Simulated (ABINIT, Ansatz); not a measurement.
# CaC2 (R-3m): bands and cutoff in G0W0 with ABINIT, part 2 of 2

Aim: raise bands and screening cutoff together for CaC2 (R-3m) and follow gap and time.

ABINIT 10.8.3; PBEsol and many-body steps on it, plane waves. Known limits of the many-body steps: not at the basis limit.

So far. Step 3 (Screening, 4×4×4 mesh, 23 bands, screening to 62.6 eV): Local fields lower ε∞ by 18 %. Step 4 (23 bands, 62.6 eV): The gap on the mesh goes from 2.59 eV to 4.53 eV, a correction of +1.95 eV.

## (6) 56 bands, 114.3 eV

This step: G0W0 on PBEsol, plane waves, norm-conserving pseudopotentials.

Input file run.abi:

```
acell 3*1.0 Angstrom
rprim 
  1.944397984288 1.122598699617 3.953874776707
  -1.944397984288 1.122598699617 3.953874776707
  -0.000000000000 -2.245197399304 3.953874776686
ntypat 2
znucl 20 6
natom 3
typat 1 2 2
xred 
  0.000000000000 0.000000000000 0.000000000000
  0.552915000000 0.552915000000 0.552915000000
  0.447085000000 0.447085000000 0.447085000000
pp_dirpath "pseudos"
pseudos "Ca.upf, C.upf"
ecut 37
ngkpt 4 4 4
nshiftk 1
shiftk 0 0 0
kptopt 1
chksymbreak 0
istwfk *1
occopt 1
irdwfk 1
optdriver 4
nband 56
gwcalctyp 0
ecutsigx 37
symsigma 1
nkptgw 3
kptgw 
  0.5000000000 0.5000000000 0.5000000000
  0.5000000000 0.5000000000 0.0000000000
  0.0000000000 0.0000000000 0.0000000000
bdgw 
  7 11
  8 11
  8 11
ecuteps 4.2
irdscr 1
ppmodel 1
indata_prefix "in"
outdata_prefix "out"
tmpdata_prefix "tmp"
```

Started as:

```sh
> OMP_NUM_THREADS=1 mpirun -n 4 abinit run.abi > log
```

The log of the run:

```text
.Version 10.8.3 of ABINIT. v10.8.2 released Aug 2026.

 Symmetries : space group R-3 m (#166); Bravais hR (rhombohedral)
[... echo of the input left out ...]
== DATASET  1 ==================================================================
-   mpi_nproc: 4, omp_nthreads: 1 (-1 if OMP is not activated)

--- !DatasetInfo
iteration_state: {dtset: 1, }
dimensions: {natom: 3, nkpt: 13, mband: 56, nsppol: 1, nspinor: 1, nspden: 1, mpw: 3777, }
cutoff_energies: {ecut:  37.0, pawecutdg:  -1.0, }
electrons: {nelect:   1.80000000E+01, charge:   0.00000000E+00, occopt:   1.00000000E+00, tsmear:   1.00000000E-02, }

 SIGMA: Calculation of the GW corrections

 Based on a program developped by R.W. Godby, V. Olevano, G. Onida, and L. Reining.
 Incorporated in ABINIT by V. Olevano, G.-M. Rignanese, and M. Torrent.
.Using double precision arithmetic ; gwpc =  8

[... cell and pseudopotentials left out ...]
--------------------------------------------------------------------------------

 ==== K-mesh for the wavefunctions ====
 Number of points in the irreducible wedge :    13
[... list of points left out ...]
 Together with 12 symmetry operations and time-reversal symmetry
 yields    64 points in the full Brillouin Zone.

 ==== Q-mesh for screening function ====
 Number of points in the irreducible wedge :    13
[... list of points left out ...]
 Together with 12 symmetry operations and time-reversal symmetry
 yields    64 points in the full Brillouin Zone.

 vcoul_init : cutoff-mode = AUXILIARY_FUNCTION
 q-points for optical limit:   1
     1)      0.000010    0.000020    0.000030
 setmesh: FFT mesh size selected  =    48x   48x   48
          total number of points  =       110592

 Number of electrons calculated from density =   18.0000; Expected =   18.0000
[...]
number of plane-waves for wavefunctions          3777
 number of bands                                    56
 number of q-points in IBZ                          13
 number of frequencies                               2
 number of real frequencies                          1
 number of imag frequencies                          1

 matrix elements of self-energy operator (all in [eV])

 Perturbative Calculation

--- !SelfEnergy_ee
iteration_state: {dtset: 1, }
kpoint     : [   0.500,    0.500,    0.500, ]
spin       : 1
KS_gap     :    5.544
QP_gap     :    6.733
Delta_QP_KS:    1.189
data: !SigmaeeData |
     Band     E0 <VxcDFT>   SigX SigC(E0)      Z dSigC/dE  Sig(E)    E-E0       E
        7   1.052 -13.415 -16.390   2.117   0.784  -0.276 -14.088  -0.673   0.379
        8   1.052 -13.415 -16.390   2.117   0.784  -0.276 -14.088  -0.673   0.379
        9   2.560 -14.924 -18.845   3.216   0.777  -0.286 -15.472  -0.549   2.012
[...]
--- !SelfEnergy_ee
iteration_state: {dtset: 1, }
kpoint     : [   0.500,    0.500,    0.000, ]
spin       : 1
KS_gap     :    3.890
QP_gap     :    5.955
Delta_QP_KS:    2.065
data: !SigmaeeData |
     Band     E0 <VxcDFT>   SigX SigC(E0)      Z dSigC/dE  Sig(E)    E-E0       E
[...]
--- !SelfEnergy_ee
iteration_state: {dtset: 1, }
kpoint     : [   0.000,    0.000,    0.000, ]
spin       : 1
KS_gap     :    3.898
QP_gap     :    6.411
Delta_QP_KS:    2.513
data: !SigmaeeData |
     Band     E0 <VxcDFT>   SigX SigC(E0)      Z dSigC/dE  Sig(E)    E-E0       E
[...]
10   5.629 -12.960  -7.505  -3.172   0.809  -0.236 -11.113   1.847   7.477
       11   5.629 -12.960  -7.505  -3.172   0.809  -0.236 -11.113   1.847   7.477

== END DATASET(S) ==============================================================
================================================================================

 -outvars: echo values of variables after computation  --------
           etotal      0.0000000000E+00
            nband          56
             nkpt          13
          spgroup         166
 [... the other variables as echoed above ...]

 Calculation completed.
```

Wall time 12 s (4 MPI ranks of Arm Neoverse N1, shared host); peak memory 0.82 GiB.

Numbers from this step:

| Quantity | Value |
| --- | --- |
| G0W0 gap on the points computed | 4.575 eV |
| starting gap on the mesh | 2.585 eV |
| k of the valence top | 0.5, 0.5, 0.5 |
| k of the conduction bottom | 0.5, 0.5, 0 |
| Z at the valence top | 0.777 |
| Z at the conduction bottom | 0.815 |
| least direct G0W0 gap on the computed points | 5.955 eV |

Against G0W0 in ABINIT (4×4×4 mesh, 23 bands, screening to 62.6 eV, Godby-Needs plasmon pole), the gap moves by +0.042 eV.

## (7) Screening, 4×4×4 mesh, 126 bands, screening to 176.9 eV

This step: RPA screening on PBEsol, plane waves, norm-conserving pseudopotentials.

Edit run.abi of step 6 so:

```diff
@@ -24,19 +24,8 @@
 irdwfk 1
-optdriver 4
-nband 56
-gwcalctyp 0
-ecutsigx 37
-symsigma 1
-nkptgw 3
-kptgw 
-  0.5000000000 0.5000000000 0.5000000000
-  0.5000000000 0.5000000000 0.0000000000
-  0.0000000000 0.0000000000 0.0000000000
-bdgw 
-  7 11
-  8 11
-  8 11
-ecuteps 4.2
-irdscr 1
-ppmodel 1
+optdriver 3
+nband 126
+ecuteps 6.5
+inclvkb 2
+awtr 1
+symchi 1
 indata_prefix "in"
```

The log of the run:

```text
.Version 10.8.3 of ABINIT. v10.8.2 released Aug 2026.

 Symmetries : space group R-3 m (#166); Bravais hR (rhombohedral)
[... echo of the input left out ...]
== DATASET  1 ==================================================================
-   mpi_nproc: 4, omp_nthreads: 1 (-1 if OMP is not activated)

--- !DatasetInfo
iteration_state: {dtset: 1, }
dimensions: {natom: 3, nkpt: 13, mband: 126, nsppol: 1, nspinor: 1, nspden: 1, mpw: 3777, }
cutoff_energies: {ecut:  37.0, pawecutdg:  -1.0, }
[...]
--------------------------------------------------------------------------------
[... chi0 elements left out ...]
 For q-point:  0.000010 0.000020 0.000030
  dielectric constant =   3.7977
  dielectric constant without local fields =   4.7114

  Average fulfillment of the sum rule on Im[epsilon] for q-point    1 :     76.21  [%]
[... wings left out ...]
  q-point number  2        q = ( 0.250000, 0.000000, 0.000000) [r.l.u.]
--------------------------------------------------------------------------------
[... chi0 elements left out ...]
  Average fulfillment of the sum rule on Im[epsilon] for q-point    2 :     82.27  [%]

 [... 11 further q-points ...]
```

The job ended after 3.2 min (4 MPI ranks; peak memory 1.9 GiB; 13 min of CPU time).

Numbers from this step:

```
ε∞ with local fields, on this mesh, along the program's q direction : 3.798
the same without local fields                                       : 4.711
plasma frequency                                                    : 21.89 eV
plane waves in the screening matrix                                 : 285
```

## (8) 126 bands, 176.9 eV

This step: G0W0 on PBEsol, plane waves, norm-conserving pseudopotentials.

Edit run.abi of step 7 so:

```diff
@@ -24,8 +24,19 @@
 irdwfk 1
-optdriver 3
+optdriver 4
 nband 126
+gwcalctyp 0
+ecutsigx 37
+symsigma 1
+nkptgw 3
+kptgw 
+  0.5000000000 0.5000000000 0.5000000000
+  0.5000000000 0.5000000000 0.0000000000
+  0.0000000000 0.0000000000 0.0000000000
+bdgw 
+  7 11
+  8 11
+  8 11
 ecuteps 6.5
-inclvkb 2
-awtr 1
-symchi 1
+irdscr 1
+ppmodel 1
 indata_prefix "in"
```

The log of the run:

```text
.Version 10.8.3 of ABINIT. v10.8.2 released Aug 2026.

 Symmetries : space group R-3 m (#166); Bravais hR (rhombohedral)
[... echo of the input left out ...]
== DATASET  1 ==================================================================
-   mpi_nproc: 4, omp_nthreads: 1 (-1 if OMP is not activated)

--- !DatasetInfo
iteration_state: {dtset: 1, }
dimensions: {natom: 3, nkpt: 13, mband: 126, nsppol: 1, nspinor: 1, nspden: 1, mpw: 3777, }
cutoff_energies: {ecut:  37.0, pawecutdg:  -1.0, }
[...]
Band     E0 <VxcDFT>   SigX SigC(E0)      Z dSigC/dE  Sig(E)    E-E0       E
[...]
10   5.629 -12.960  -7.505  -3.570   0.806  -0.241 -11.441   1.519   7.148
       11   5.629 -12.960  -7.505  -3.570   0.806  -0.241 -11.441   1.519   7.148

== END DATASET(S) ==============================================================
================================================================================

 -outvars: echo values of variables after computation  --------
           etotal      0.0000000000E+00
            nband         126
             nkpt          13
          spgroup         166
 [... the other variables as echoed above ...]

 Calculation completed.
```

Run time: 55 s. Hardware: 4 MPI ranks; peak memory 1.9 GiB; 3.6 min of CPU time.

This step gave:

- G0W0 gap on the points computed: 4.648 eV
- starting gap on the mesh: 2.585 eV
- k of the valence top: 0.5, 0.5, 0.5
- k of the conduction bottom: 0.5, 0.5, 0
- least direct G0W0 gap on the computed points: 5.981 eV

Against G0W0 in ABINIT (4×4×4 mesh, 56 bands, screening to 114.3 eV, Godby-Needs plasmon pole), the gap moves by +0.073 eV.

## (9) Side by side

Times are wall times on 4 MPI ranks of Arm Neoverse N1, shared host, good to a factor of about two. A run's time includes the screening step that it read.

```
                run   mesh  bands  screening cutoff (eV)  DFT gap (eV)  gap on the mesh (eV)  direct (eV)  ε∞ used     time
  23 bands, 62.6 eV  4×4×4     23                   62.6         2.585                 4.533        5.965     3.81     22 s
 56 bands, 114.3 eV  4×4×4     56                  114.3         2.585                 4.575        5.955     3.80     55 s
126 bands, 176.9 eV  4×4×4    126                  176.9         2.585                 4.648        5.981     3.80  4.1 min
```

## (10) What came out

```
23 bands, 62.6 eV   : 4.533 eV
56 bands, 114.3 eV  : 4.575 eV
126 bands, 176.9 eV : 4.648 eV
known limits        : not at the basis limit
```

In words: From the first rung to the last the gap moves by +0.12 eV for 11 times the time. The steps are not yet shrinking, so no limit is drawn. In the first G0W0 run levels were corrected at 3 k points alone, so a gap called «on the mesh» is the least over those, and an edge elsewhere would be missed.

[Paths, hosts, dates, memory and timing lines, banners, echoed tables and standing remarks are left out of the program output.]

[Logs are printed without paths, hosts, clocks, repeated set-up lines and the standing remarks that a program may print on its own settings, such as how far it seeks lower states.]

[Runs of the session that timed out or met a known fault of the program may be left out.]

[No measured gap is set beside runs whose start may be inverted or whose files or cutoffs have a known fault.]

[Hosts, paths, dates, database ids (printed as entryN), source tags and the programs' standing remarks are cut or masked in the printed files.]

[G0W0 gaps are taken among the corrected bands and points alone; a level outside them can change the order at an edge.]

[Where Ansatz stands beside ABINIT at settings called matched, ABINIT's density can come from a denser mesh and the files from another edition; pairs whose starting gaps differed by over 0.03 eV were left out, so agreement reads better than it is.]
